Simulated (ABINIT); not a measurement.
# MgS (F-43m): a self-consistent loop beyond G0W0, cycle by cycle, part 2 of 2

Wanted: G0W0 and self-consistent gaps of MgS (F-43m), with the cost of the cycles.

ABINIT 10.8.3; LDA and many-body steps on it, plane waves. Known limits of the many-body steps: not at the basis limit; coarse k mesh.

So far. Step 4 (G0W0): The gap on the mesh goes from 3.17 eV to 4.92 eV, a correction of +1.76 eV. Step 5 (evGW0, cycle 1): Against G0W0 in ABINIT (4×4×4 mesh, 38 bands, screening to 106.1 eV, Godby-Needs plasmon pole), the gap moves by +0.441 eV. This first cycle still uses the starting levels; it takes the full correction, at all points of the mesh, and its linearised value is 4.922 eV.

## Step 6: evGW0, cycle 2

Level of this step: evGW0 on LDA, plane waves, norm-conserving pseudopotentials (ABINIT).

The corrected levels of the last cycle go back in.

File run.abi:

```
acell 3*1.0 Angstrom
rprim 
  -0.000000000000 2.833120046800 2.833120046800
  2.833120046800 0.000000000000 2.833120046800
  2.833120046800 2.833120046800 -0.000000000000
ntypat 2
znucl 12 16
natom 2
typat 1 2
xred 
  0.000000000000 0.000000000000 0.000000000000
  0.750000000000 0.750000000000 0.750000000000
pp_dirpath "pseudos"
pseudos "Mg.upf, S.upf"
ecut 38
ngkpt 4 4 4
nshiftk 1
shiftk 0 0 0
kptopt 1
chksymbreak 0
istwfk *1
occopt 1
irdwfk 1
optdriver 4
nband 38
gwcalctyp 10
ecutsigx 38
symsigma 1
nkptgw 8
kptgw 
  0.0000000000 0.0000000000 0.0000000000
  0.2500000000 0.0000000000 0.0000000000
  0.5000000000 0.0000000000 0.0000000000
  0.2500000000 0.2500000000 0.0000000000
  0.5000000000 0.2500000000 0.0000000000
  -0.2500000000 0.2500000000 0.0000000000
  0.5000000000 0.5000000000 0.0000000000
  -0.2500000000 0.5000000000 0.2500000000
bdgw 
  1 18
  1 18
  1 18
  1 18
  1 18
  1 18
  1 18
  1 18
ecuteps 3.9
irdscr 1
ppmodel 1
irdqps 1
indata_prefix "in"
outdata_prefix "out"
tmpdata_prefix "tmp"
```

Command:

```
$ OMP_NUM_THREADS=1 mpirun -n 4 abinit run.abi > log
```

Numbers of over 12 decimals in the logs are rounded to 6 here.

The log of the run:

```text
.Version 10.8.3 of ABINIT. v10.8.2 released Aug 2026.

 Symmetries : space group F-4 3 m (#216); Bravais cF (face-center cubic)
[... echo of the input left out ...]
== DATASET  1 ==================================================================
-   mpi_nproc: 4, omp_nthreads: 1 (-1 if OMP is not activated)

--- !DatasetInfo
iteration_state: {dtset: 1, }
dimensions: {natom: 2, nkpt: 8, mband: 38, nsppol: 1, nspinor: 1, nspden: 1, mpw: 3479, }
cutoff_energies: {ecut:  38.0, pawecutdg:  -1.0, }
[...]
.  kptgw no:  3; Maximum DeltaE = (   0.164  -0.044) for band index:  1
[...]
.  kptgw no:  7; Maximum DeltaE = (  -0.201   0.093) for band index: 17
.  kptgw no:  8; Maximum DeltaE = (   0.164  -0.049) for band index:  1

== END DATASET(S) ==============================================================
================================================================================

 -outvars: echo values of variables after computation  --------
           etotal      0.0000000000E+00
            nband          38
             nkpt           8
          spgroup         216
 [... the other variables as echoed above ...]

 Calculation completed.
```

The job ended after 30 s (4 MPI ranks of Intel Xeon Platinum 8488C (Sapphire Rapids), shared host; peak memory 1.4 GiB).

Numbers from this step:

| Property | Result |
| --- | --- |
| quasiparticle gap on the mesh | 5.185 eV |
| gap of the density functional on the mesh | 3.165 eV |
| k of the valence top | 0, 0, 0 |
| k of the conduction bottom | 0, 0, 0 |
| least direct quasiparticle gap on the computed points | 5.185 eV |

Against the cycle before, the gap moves by −0.178 eV.

## Step 7: evGW0, cycle 3

run.abi is that of step 6.

The log of the run:

```text
.Version 10.8.3 of ABINIT. v10.8.2 released Aug 2026.

 Symmetries : space group F-4 3 m (#216); Bravais cF (face-center cubic)
[... echo of the input left out ...]
== DATASET  1 ==================================================================
-   mpi_nproc: 4, omp_nthreads: 1 (-1 if OMP is not activated)

--- !DatasetInfo
iteration_state: {dtset: 1, }
dimensions: {natom: 2, nkpt: 8, mband: 38, nsppol: 1, nspinor: 1, nspden: 1, mpw: 3479, }
cutoff_energies: {ecut:  38.0, pawecutdg:  -1.0, }
[...]
.  kptgw no:  3; Maximum DeltaE = (   0.086   0.010) for band index:  1
[...]
.  kptgw no:  7; Maximum DeltaE = (   0.129   0.011) for band index: 17
.  kptgw no:  8; Maximum DeltaE = (   0.133   0.008) for band index:  5

== END DATASET(S) ==============================================================
================================================================================

 -outvars: echo values of variables after computation  --------
           etotal      0.0000000000E+00
            nband          38
             nkpt           8
          spgroup         216
 [... the other variables as echoed above ...]

 Calculation completed.
```

Run time: 30 s. Hardware: 4 MPI ranks; peak memory 1.4 GiB; 1.9 min of CPU time.

This step gave:

| Property | Result |
| --- | --- |
| quasiparticle gap on the mesh | 5.202 eV |
| gap of the density functional on the mesh | 3.165 eV |
| k of the valence top | 0, 0, 0 |
| k of the conduction bottom | 0, 0, 0 |
| least direct quasiparticle gap on the computed points | 5.202 eV |

Against the cycle before, the gap moves by +0.017 eV.

## Step 8: evGW0, cycle 4

run.abi is that of step 7.

The log of the run:

```text
.Version 10.8.3 of ABINIT. v10.8.2 released Aug 2026.

 Symmetries : space group F-4 3 m (#216); Bravais cF (face-center cubic)
[... echo of the input left out ...]
== DATASET  1 ==================================================================
-   mpi_nproc: 4, omp_nthreads: 1 (-1 if OMP is not activated)

--- !DatasetInfo
iteration_state: {dtset: 1, }
dimensions: {natom: 2, nkpt: 8, mband: 38, nsppol: 1, nspinor: 1, nspden: 1, mpw: 3479, }
cutoff_energies: {ecut:  38.0, pawecutdg:  -1.0, }
[...]
.  kptgw no:  3; Maximum DeltaE = (   0.099  -0.022) for band index:  5
[...]
.  kptgw no:  7; Maximum DeltaE = (  -0.093   0.089) for band index: 17
.  kptgw no:  8; Maximum DeltaE = (  -0.127  -0.012) for band index:  5

== END DATASET(S) ==============================================================
================================================================================

 -outvars: echo values of variables after computation  --------
           etotal      0.0000000000E+00
            nband          38
             nkpt           8
          spgroup         216
 [... the other variables as echoed above ...]

 Calculation completed.
```

Run time: 30 s. Hardware: 4 MPI ranks; peak memory 1.4 GiB.

This step gave:

```
quasiparticle gap on the mesh                         : 5.199 eV
gap of the density functional on the mesh             : 3.165 eV
k of the valence top                                  : 0, 0, 0
k of the conduction bottom                            : 0, 0, 0
least direct quasiparticle gap on the computed points : 5.199 eV
```

Against the cycle before, the gap moves by −0.003 eV.

## Step 9: Side by side

Times are wall times on 4 MPI ranks of Intel Xeon Platinum 8488C (Sapphire Rapids), shared host, good to a factor of about two. A run's time includes the screening step that it read.

```csv
run,mesh,bands,screening cutoff (eV),DFT gap (eV),gap on the mesh (eV),direct (eV),ε∞ used,time
G0W0,4×4×4,38,106.1,3.165,4.922,4.922,4.40,9 s
"evGW0, cycle 1",4×4×4,38,106.1,3.165,5.363,5.363,4.40,35 s
"evGW0, cycle 2",4×4×4,38,106.1,3.165,5.185,5.185,4.40,36 s
"evGW0, cycle 3",4×4×4,38,106.1,3.165,5.202,5.202,4.40,36 s
"evGW0, cycle 4",4×4×4,38,106.1,3.165,5.199,5.199,4.40,36 s
```

## Step 10: Summary of results

```json
{
  "G0W0": "4.922 eV",
  "evGW0, cycle 1": "5.363 eV",
  "evGW0, cycle 2": "5.185 eV",
  "evGW0, cycle 3": "5.202 eV",
  "evGW0, cycle 4": "5.199 eV",
  "known limits": "not at the basis limit; coarse k mesh"
}
```

Only the bands that the input lists are updated; the others, empty or deep, keep the functional's energies or take a rigid shift. evGW0 ends at 5.20 eV, +0.28 eV from G0W0, after 4 cycles that took 2 min beside the first screening; the last moved the gap by 0.003 eV. The first cycle of evGW0 takes the full correction, without the factor Z, so it overshoots the one-shot value. Bands and cutoff are finite, so the gap is not at the basis limit. The miss can reach some tenths of an eV and take either sign; the mesh is an error of its own. The 4×4×4 mesh is coarse for this cell, which bears on the long-range parts of exchange and screening.

[Paths, hosts, dates, memory and timing lines, banners, echoed tables and standing remarks are left out of the program output.]

[Logs are printed without paths, hosts, clocks, repeated set-up lines and the standing remarks that a program may print on its own settings, such as how far it seeks lower states.]

[Runs of the session that timed out or met a known fault of the program may be left out.]

[Hosts, paths, dates, database ids (printed as entryN), source tags and the programs' standing remarks are cut or masked in the printed files.]

[G0W0 gaps are taken among the corrected bands and points alone; a level outside them can change the order at an edge.]

[Where Ansatz stands beside ABINIT at settings called matched, ABINIT's density can come from a denser mesh and the files from another edition; pairs whose starting gaps differed by over 0.03 eV were left out, so agreement reads better than it is.]
